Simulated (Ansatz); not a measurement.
# Si on Rh(111): change of the work function, part 4 of 4

How does Si on the fcc site change the work function of Rh(111) as the layer fills?

Ansatz 0.2.0; plane-wave DFT, PBE, Ansatz PAW.

So far, work function, upper face (eV): step 2 (the clean slab) 5.17; step 3 (37 atoms, coverage 0.111 ML, cell 3x3) 5.04; step 4 (17 atoms, coverage 0.25 ML, cell 2x2) 4.91.

### 5. Adsorbate added, k-mesh 6×6×1, coverage 0.5 ML (continued)

Relaxation path:

| step | energy less that of the first step (eV) | largest force component (eV/Å) |
| --- | --- | --- |
| 1 | 0.0000 | 1.7376 |
| 2 | -0.6186 | 0.3356 |
| 3 | -0.6467 | 0.1553 |
| 4 | -0.6512 | 0.0281 |
| 5 | -0.6518 | 0.0133 |

The run keeps the 4 symmetry operations that the program found, so distortions that break them were not tested.

The atoms that moved most (Å):

| atom | dx | dy | dz | length |
| --- | --- | --- | --- | --- |
| Si17 | 0.000 | 0.062 | -0.199 | 0.208 |
| Si18 | 0.000 | 0.062 | -0.199 | 0.208 |
| Rh4 | 0.000 | -0.056 | 0.100 | 0.114 |
| Rh12 | 0.000 | -0.056 | 0.100 | 0.114 |
| Rh16 | 0.000 | -0.012 | 0.079 | 0.080 |
| Rh8 | 0.000 | -0.012 | 0.079 | 0.080 |
| Rh3 | 0.000 | -0.009 | 0.024 | 0.026 |
| Rh11 | 0.000 | -0.009 | 0.024 | 0.026 |

Final coordinates:

```cif
data_structure
_symmetry_space_group_name_H-M 'P 1'
_symmetry_Int_Tables_number 1
_cell_length_a 5.3740
_cell_length_b 5.3740
_cell_length_c 26.6676
_cell_angle_alpha 90.000
_cell_angle_beta 90.000
_cell_angle_gamma 60.000
_cell_volume 666.98
loop_
_atom_site_label
_atom_site_type_symbol
_atom_site_fract_x
_atom_site_fract_y
_atom_site_fract_z
_atom_site_occupancy
Rh1 Rh 0.00000 0.00000 0.33749 1
Rh2 Rh 0.16667 0.16667 0.41976 1
Rh3 Rh 0.33427 0.33146 0.50280 1
Rh4 Rh 0.00599 0.98802 0.58774 1
Rh5 Rh 0.00000 0.50000 0.33749 1
Rh6 Rh 0.16667 0.66667 0.41976 1
Rh7 Rh 0.33360 0.83279 0.50099 1
Rh8 Rh 0.00124 0.49753 0.58696 1
Rh9 Rh 0.50000 0.00000 0.33749 1
Rh10 Rh 0.66667 0.16667 0.41976 1
Rh11 Rh 0.83427 0.33146 0.50280 1
Rh12 Rh 0.50599 0.98802 0.58774 1
Rh13 Rh 0.50000 0.50000 0.33749 1
Rh14 Rh 0.66667 0.66667 0.41976 1
Rh15 Rh 0.83360 0.83279 0.50099 1
Rh16 Rh 0.50124 0.49753 0.58696 1
Si17 Si 0.16003 0.17995 0.65506 1
Si18 Si 0.66003 0.17995 0.65506 1
```

The density of states has structure finer than the step of the table below, so its rows give means over 0.25 eV. Peaks (eV: height): -2.830: 51.9, -2.440: 42.2, -1.800: 41.0, -1.530: 43.6, -1.290: 37.0, -0.930: 40.3, 0.210: 46.7.

The density of states by energy, zero at the Fermi level; means over each step:

| energy (eV) | density of states (states/eV a cell) |
| --- | --- |
| -7.75 | 1.07 |
| -7.50 | 1.08 |
| -7.25 | 1.64 |
| -7.00 | 2.67 |
| -6.75 | 2.10 |
| -6.50 | 1.27 |
| -6.25 | 1.29 |
| -6.00 | 4.17 |
| -5.75 | 8.50 |
| -5.50 | 21.4 |
| -5.25 | 25.6 |
| -5.00 | 30.1 |
| -4.75 | 24.2 |
| -4.50 | 22.5 |
| -4.25 | 18.7 |
| -4.00 | 19.7 |
| -3.75 | 22.5 |
| -3.50 | 20.4 |
| -3.25 | 27.0 |
| -3.00 | 29.0 |
| -2.75 | 32.8 |
| -2.50 | 35.2 |
| -2.25 | 27.6 |
| -2.00 | 23.9 |
| -1.75 | 25.2 |
| -1.50 | 26.4 |
| -1.25 | 26.2 |
| -1.00 | 28.7 |
| -0.75 | 25.5 |
| -0.50 | 23.9 |
| -0.25 | 22.2 |
| 0.00 | 24.6 |
| 0.25 | 33.1 |
| 0.50 | 26.0 |
| 0.75 | 17.5 |
| 1.00 | 7.30 |
| 1.25 | 4.96 |
| 1.50 | 8.10 |
| 1.75 | 7.18 |

The relaxation took 5 steps and lowered the energy by 0.65 eV; the largest force on the free atoms ends at 0.013 eV/Å.

The covered face has 4.89 eV, -0.27 eV against the clean one; the bare back face has moved by -0.03 eV, a measure of how thin the slab is.

### 6. The covered slab, k-mesh 12×12×1, coverage 1 ML

System of this step: Si/Rh(111). The cell holds 5 atoms: 4 Rh and 1 Si. Its edges and angles: a = 2.687 Å, b = 2.687 Å, c = 26.668 Å, α = 90.0°, β = 90.0°, γ = 60.0°. Vacuum lies along c.

Another coverage, to see how the dipoles act on each other as their distance changes.

Input file input.yaml:

```yaml
crystal:
  lattice:
    - [2.6870057685, 0.0, 0.0]
    - [1.3435028843, 2.3270152556, 0.0]
    - [0.0, 0.0, 26.6676223412]
  atoms:
    - { symbol: Rh, position: [0.0, 0.0, 0.3374879052] }
    - { symbol: Rh, position: [0.3333333333, 0.3333333333, 0.4197573701] }
    - { symbol: Rh, position: [0.6666666667, 0.6666666667, 0.5018853155] }
    - { symbol: Rh, position: [0.0, 0.0, 0.5839969635] }
    - { symbol: Si, position: [0.3333333333, 0.3333333333, 0.6625120948] }
kpoints:
  mp_grid: { grid: [12, 12, 1] }
hamiltonian:
  xc: pbe
scf:
  occupations: { method: fermi_dirac, width: 0.1 }
  convergence: { dr2_threshold: 1.0e-08 }
efield:
  axis: 3
  dipole_correction: true
  ramp_position: 0.97
  ramp_width: 0.06
relax:
  f_tol: 0.02
  max_steps: 60
  constraints: [{ sites: [0, 1] }]
output:
  write_potential: true
  write_density: true
  volumetric_format: npy
```

On the command line:

```console
$ ansatz run input.yaml --threads 4 --pin off --max-ram 16384MiB --backend cpu --events-out ev --progress --plain --runs-dir out
```

Output:

```text
[...]
Crystal: 5 atoms, lattice volume = 166.745 Å³
Basis set: ecut = 420 eV, 3311 PW (Γ), exchange–correlation on 36×36×360 points (8 copies of the dense FFT grid, shifted against one another)
Bands: 44, of which v1, the nominal top of the filled ones, is band 36 counted from 1 (35 counted from 0)
Symmetry: 6 space group operations
[...]
F+E_penalty+E_count = -26246.53899167 eV   max|allowed force component| = 6.393e-3 eV/Å
  atoms:
    - { symbol: Rh, position: [-1.480297e-17, -1.480297e-17, 0.3374879052] }
    - { symbol: Rh, position: [0.333333, 0.333333, 0.4197573701] }
    - { symbol: Rh, position: [0.666667, 0.666667, 0.502068] }
    - { symbol: Rh, position: [-1.291927e-17, -1.574483e-17, 0.588439] }
    - { symbol: Si, position: [0.333333, 0.333333, 0.661583] }
[key lines of the parts left out:]
SCF converged after 8 iterations
Free energy (F): -26246.538992 eV
Fermi energy:    5.361079 eV
Dipole field:    D = 0.006586 V/Å  (p = 0.006069 e·Å, saw-weighted, corrected)
Work function:   Φ+ = 4.9263 eV   Φ− = 5.1019 eV
```

Wall time 15 s (4 threads of Arm Neoverse V1, shared host); peak memory 0.5 GiB; 58 s of CPU time.

The steps of the relaxation:

| step | energy less that of the first step (eV) | largest force component (eV/Å) |
| --- | --- | --- |
| 1 | 0.0000 | 1.2280 |
| 2 | -0.0708 | 0.3641 |
| 3 | -0.0774 | 0.2784 |
| 4 | -0.0825 | 0.0064 |

Forces are held to the 6 operations that the program found; a distortion that breaks them can't arise in this run.

The atoms that moved most (Å):

| atom | dx | dy | dz | length |
| --- | --- | --- | --- | --- |
| Rh4 | 0.000 | 0.000 | 0.118 | 0.118 |
| Si5 | 0.000 | 0.000 | -0.025 | 0.025 |

The relaxed structure:

```xyz
5
Lattice="2.6870 0.0000 0.0000 1.3435 2.3270 0.0000 0.0000 0.0000 26.6676" Properties=species:S:1:pos:R:3
Rh    0.0000    0.0000    9.0000
Rh    1.3435    0.7757   11.1939
Rh    2.6870    1.5513   13.3890
Rh    0.0000    0.0000   15.6923
Si    1.3435    0.7757   17.6429
```

The relaxation took 4 steps and lowered the energy by 0.083 eV; the largest force on the free atoms ends at 0.0064 eV/Å.

The covered face has 4.93 eV, -0.24 eV against the clean one; the bare back face has moved by -0.07 eV, a measure of how thin the slab is.

### 7. Work function against coverage

This step: plane-wave DFT, PBE, Ansatz PAW; work function against coverage (Ansatz 0.2.0).

The runs are now put side by side.

This step gave:

- work function of the clean face: 5.167 eV
- largest change of the work function: -0.2733 eV

The work function of the covered face by coverage:

| coverage (adsorbates/nm²) | work function of the covered face (eV) |
| --- | --- |
| 0.00 | 5.17 |
| 1.78 | 5.04 |
| 4.00 | 4.91 |
| 8.00 | 4.89 |
| 15.99 | 4.93 |

The dipole per adsorbate comes from the change of the cell's dipole. Coverage, by row:

| coverage (1/nm²) | coverage (ML) | work function (eV) | change (eV) | dipole per adsorbate, positive end outwards (debye) | mean height of the added atoms over the highest substrate atom (Å) |
| --- | --- | --- | --- | --- | --- |
| 1.777 | 0.1111 | 5.037 | -0.1308 | 0.171 | 1.7 |
| 3.998 | 0.25 | 4.913 | -0.2542 | 0.14 | 1.716 |
| 7.997 | 0.5 | 4.894 | -0.2733 | 0.079 | 1.795 |
| 15.99 | 1 | 4.926 | -0.2412 | 0.029 | 1.951 |

### 8. What came out

```yaml
work_function_of_the_clean_face: 5.17 eV
work_function_at_0p11_ml: 5.04 eV
work_function_at_0p25_ml: 4.91 eV
work_function_at_0p5_ml: 4.89 eV
work_function_at_1_ml: 4.93 eV
dipole_per_adsorbate_at_0p11_ml_positive_end_outwards: 0.17 D
```

In words: At the lowest coverage Si changes the work function of Rh(111) by under 0.15 eV, within the error of so thin a slab; the largest change, -0.27 eV, comes at higher coverage. The slab has 4 layers, at the tabulated experimental lattice constant, one starting site was run, and quantum-size effects of a slab this thin can reach one or two tenths of an eV.

[Long decimals in the printed logs are rounded to 6 places.]

[Logs are printed without paths, hosts, clocks, repeated set-up lines and the standing remarks that a program may print on its own settings, such as how far it seeks lower states.]

[Hosts, paths, dates, database ids (printed as entryN), source tags and the programs' standing remarks are cut or masked in the printed files.]

[Maps of the electrostatic potential energy from Ansatz leave out the sawtooth potential of an applied field or a dipole correction, so their vacuum need not be flat; planar profiles and work functions include it.]
